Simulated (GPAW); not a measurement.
# Dielectric function and optical constants of W, part 2 of 2

Aim: the dielectric function of W, and the optical constants that follow from it.

GPAW 26.7.0; DFT, PBE, plane-wave PAW (GPAW data sets), scalar-relativistic, RPA, optical limit.

So far. Step 2 (Ground state): There are states at the Fermi level within the smearing, so the occupations stay smeared and the carriers get a Drude term.

## (4) Dielectric function, RPA

Transitions between filled and empty bands, summed over the zone, give the optical response, so mesh, band count and broadening shape it.

The induced potential is part of this response.

This step: DFT, PBE, plane-wave PAW (GPAW data sets), scalar-relativistic, RPA, optical limit (GPAW 26.7.0).

The input, df.py:

```python
from gpaw.response.df import DielectricFunction

df = DielectricFunction('full.gpw', frequencies={'type': 'nonlinear', 'domega0': 0.03, 'omega2': 8},
                        ecut=50,
                        eta=0.1,
                        nbands=18,
                        rate=0.05,
                        txt='df.txt')
for direction in ['x']:
    df.get_dielectric_function(xc='RPA', direction=direction, filename=f'df_{direction}.csv')
```

Launch:

```
$ OMP_NUM_THREADS=1 python df.py
```

Numbers of over 12 decimals in the logs are rounded to 6 here.

What it wrote:

```text
Using integrator: PointIntegrator
NonLinearFrequencyDescriptor(from 0.000 to 113.258 eV, 551 points)
Nonperiodic BCs:  [False False False]
Using integrator: PointIntegrator
NonLinearFrequencyDescriptor(from 0.000 to 113.258 eV, 551 points)
Nonperiodic BCs:  [False False False]
Using integrator: PointIntegrator

Calculating chi0 body with:
    Ground state adapter containing:
    Number of spins: 1
    Number of kpoints: 10648
    Number of irreducible kpoints: 328
    Number of completely occupied states: 6
    Number of partially occupied states: 9

    Linear response parametrization:
    q_c: [0.0, 0.0, 0.0]
    Number of frequency points: 551
    Planewave cutoff: 50.0
    Number of bands: 18
    Number of planewaves: 13
    Broadening (eta): 0.1

Integrating chi0 body.

Symmetries of q_c:
    Direct symmetries (Uq -> q): 48
    Indirect symmetries (TUq -> q): 0
In total 48 allowed symmetries.

328 groups of equivalent kpoints. 96.919609% reduction.

Integral kind: spectral function

Calculating chi0 optical extensions with:
    Ground state adapter containing:
    Number of spins: 1
    Number of kpoints: 10648
    Number of irreducible kpoints: 328
    Number of completely occupied states: 6
    Number of partially occupied states: 9

    Linear response parametrization:
    Number of frequency points: 551
    Planewave cutoff: 50.0
    Number of bands: 18
    Number of planewaves: 13
    Broadening (eta): 0.1
Integrating chi0 head and wings.

Symmetries of q_c:
    Direct symmetries (Uq -> q): 48
    Indirect symmetries (TUq -> q): 0
In total 48 allowed symmetries.

328 groups of equivalent kpoints. 96.919609% reduction.

Integral kind: spectral function wings

Calculating drude chi0 with:
    Number of frequency points:551
    Plasma frequency decay rate: 0.05 eV

    Ground state adapter containing:
    Number of spins: 1
    Number of kpoints: 10648
    Number of irreducible kpoints: 328
    Number of completely occupied states: 6
    Number of partially occupied states: 9

Symmetries of q_c:
    Direct symmetries (Uq -> q): 48
    Indirect symmetries (TUq -> q): 0
In total 48 allowed symmetries.

328 groups of equivalent kpoints. 96.919609% reduction.

Integral kind: intraband
Plasma frequency:
[[6.34+0.j 0.  -0.j 0.  +0.j]
 [0.  +0.j 6.34+0.j 0.  -0.j]
 [0.  -0.j 0.  +0.j 6.34+0.j]]
```

The job ended after 12 s (1 thread of Arm Neoverse V1, shared host; peak memory 0.19 GiB).

Read-outs, printed or worked out from the files:

* main peak of the optical conductivity above 1 eV, first axis: 5.245 eV

Some rows of df_x.csv (energy; Re and Im without local fields; Re and Im with them):

```text
0.000000, 16145.050407, 0.000000, 16145.015665, 0.000000
0.460735, -127.993138, 87.279430, -128.022714, 87.254096
0.943989, -29.438396, 15.492118, -29.451883, 15.483552
1.451455, 1.568319, 14.536401, 1.561819, 14.528011
1.984998, 7.997333, 19.713129, 7.995564, 19.715074
2.546682, 6.747593, 20.494728, 6.738921, 20.511521
3.138794, 7.359161, 16.993178, 7.359488, 16.992859
3.763875, 2.869699, 17.004921, 2.887482, 17.015012
4.424758, 5.716834, 15.613909, 5.758678, 15.631583
5.124608, 1.479883, 23.988997, 1.628411, 24.090475
5.866977, -10.279534, 13.065873, -10.394326, 13.230572
6.655862, -7.813545, 6.806627, -7.914806, 6.870891
7.495775, -4.219973, 4.105366, -4.300499, 4.146245
8.391833, -2.247325, 3.298028, -2.326400, 3.325337
9.349861, -1.035338, 3.046961, -1.082919, 3.067315
10.376517, -1.138943, 4.206934, -1.171927, 4.286042
11.479449, -2.055197, 3.234791, -2.175894, 3.364046
12.667487, -1.742626, 2.631056, -1.943150, 2.736777
13.950874, -1.109910, 1.423877, -1.319929, 1.453598
```

The Im ε, E ∥ x by photon energy; read off at these points:

```
photon energy (eV)  Im ε, E ∥ x
              0.50         88.4
              1.00         13.8
              1.50         15.1
              2.00         19.5
              2.50         19.9
              3.00         16.9
              3.50         18.5
              4.00         15.3
              4.50         17.5
              5.00         20.5
              5.22         25.3
              5.50         18.4
              6.00         11.1
              6.50         7.89
              7.00         5.34
              7.50         4.15
              8.00         3.18
              8.50         3.33
              9.00         3.39
              9.50         3.43
             10.00         3.87
             10.50         4.12
             11.00         4.39
             11.50         3.31
             12.00         3.33
             12.50         2.97
             13.00         2.55
             13.50         2.32
             14.00         1.52
             14.50         1.75
```

The Re ε, E ∥ x by photon energy:

```
photon energy (eV)  Re ε, E ∥ x
               0.5         -112
               1.0        -22.9
               1.5         2.14
               2.0         7.70
               2.5         7.09
               3.0         5.76
               3.5         4.25
               4.0         2.94
               4.5         5.45
               5.0         3.61
               5.5        -9.10
               6.0        -9.85
               6.5        -8.08
               7.0        -5.73
               7.5        -4.29
               8.0        -3.24
               8.5        -2.20
               9.0        -1.47
               9.5       -0.814
              10.0       -0.634
              10.5        -1.18
              11.0        -2.11
              11.5        -2.13
              12.0        -1.81
              12.5        -1.54
              13.0        -1.79
              13.5        -1.65
              14.0        -1.20
              14.5        -1.16
```

Table of Im ε, E ∥ x by photon energy; read off at these points:

```
photon energy (eV)  without local fields  with local fields
              0.50                  88.4               88.4
              1.00                  13.8               13.8
              1.50                  15.1               15.1
              2.00                  19.5               19.5
              2.50                  19.9               19.9
              3.00                  16.9               16.9
              3.50                  18.5               18.5
              4.00                  15.3               15.3
              4.50                  17.5               17.5
              5.00                  20.4               20.5
              5.22                  25.1               25.3
              5.50                  18.2               18.4
              6.00                  11.0               11.1
              6.50                  7.82               7.89
              7.00                  5.30               5.34
              7.50                  4.11               4.15
              8.00                  3.15               3.18
              8.50                  3.30               3.33
              9.00                  3.37               3.39
              9.50                  3.40               3.43
             10.00                  3.82               3.87
             10.50                  4.03               4.12
             11.00                  4.26               4.39
             11.50                  3.18               3.31
             12.00                  3.22               3.33
             12.50                  2.85               2.97
             13.00                  2.47               2.55
             13.50                  2.22               2.32
             14.00                  1.49               1.52
             14.50                  1.69               1.75
```

Reflectivity at normal incidence, E ∥ x against photon energy; read off at these points:

```
photon energy (eV)  reflectivity at normal incidence, E ∥ x (%)
              0.50                                         89.6
              1.00                                         81.8
              1.50                                         46.7
              2.00                                         48.8
              2.32                                         50.9
              2.50                                         49.3
              3.00                                         46.6
              3.50                                         49.1
              4.00                                         46.3
              4.50                                         47.4
              5.00                                         51.4
              5.50                                         63.7
              6.00                                         66.7
              6.50                                         65.8
              6.76                                         68.2
              7.00                                         62.3
              7.50                                         58.4
              8.00                                         54.8
              8.50                                         45.0
              9.00                                         38.0
              9.50                                         32.1
             10.00                                         31.5
             10.50                                         35.9
             11.00                                         43.0
             11.40                                         45.0
             11.50                                         44.4
             12.00                                         41.3
             12.26                                         44.8
             12.50                                         39.2
             13.00                                         43.3
             13.50                                         42.7
             13.77                                         48.6
             14.00                                         41.5
             14.50                                         38.7
```

Values under 1 per cm are given as 1. Table of absorption coefficient, E ∥ x by photon energy:

```
photon energy (eV)  absorption coefficient, E ∥ x (1/cm)
             0.492                                 5.7e5
             1.010                                 5.0e5
             1.486                                 3.9e5
             1.985                                 5.2e5
             2.508                                 6.8e5
             3.018                                 7.5e5
             3.510                                 9.7e5
             3.980                                 1.0e6
             4.516                                 1.2e6
             4.981                                 1.5e6
             5.515                                 2.1e6
             6.021                                 2.1e6
             6.494                                 2.1e6
             6.985                                 1.8e6
             7.496                                 1.7e6
             8.026                                 1.6e6
             8.516                                 1.5e6
             9.023                                 1.5e6
             9.483                                 1.4e6
            10.026                                 1.5e6
            10.519                                 1.8e6
            11.029                                 2.1e6
            11.479                                 2.0e6
            12.023                                 2.1e6
            12.504                                 2.0e6
            13.000                                 2.1e6
            13.512                                 2.1e6
            14.040                                 1.7e6
            14.493                                 1.9e6
```

From ε follow the optical constants at some laser and lamp lines:

```
wavelength (nm)     n      k  R (%)     1/α
           1064  2.02  3.519   62.4   24 nm
            800  2.94  2.476   45.7   26 nm
            633  3.86  2.537   48.6   20 nm
            532  3.82  2.790   50.7   15 nm
            450  3.33  2.715   49.0   13 nm
            365  3.44  2.726   49.3   11 nm
            193  1.34  3.153   65.2  4.9 nm
```

A polished face would reflect 49 % of daylight and look light grey (CIE x = 0.310, y = 0.330 under D65).

## (5) Results

| Property | Result |
| --- | --- |
| main peak of the optical conductivity above 1 eV, first axis | 5.25 eV |

What this shows: At this level (PBE, RPA) W is a metal; it reflects 50 % at 550 nm. A polished face would reflect 49 % of daylight and look light grey (CIE x = 0.310, y = 0.330 under D65). The carriers' damping of 0.05 eV is typed, not computed; it shapes the response at the lowest energies. Spin-orbit coupling is left out although heavy atoms are present. The sum runs over mesh points, so small or evenly spaced maxima can still be ripples of the mesh. In this version of GPAW the matrix elements of the optical limit are incomplete, which can lower ε − 1 by up to a tenth where first-row anions or d states rule, and shift it by more in d metals. GPAW's carrier term has the form −ωp²/(ω + i·rate)², which damps like twice the rate and fails at low energy, so the curves leave the lowest energies out.

[Machine, clock and banner lines and Python warnings are left out of the logs.]

[Logs are printed without paths, hosts, clocks, repeated set-up lines and the standing remarks that a program may print on its own settings, such as how far it seeks lower states.]

[Hosts, paths, dates, database ids (printed as entryN), source tags and the programs' standing remarks are cut or masked in the printed files.]
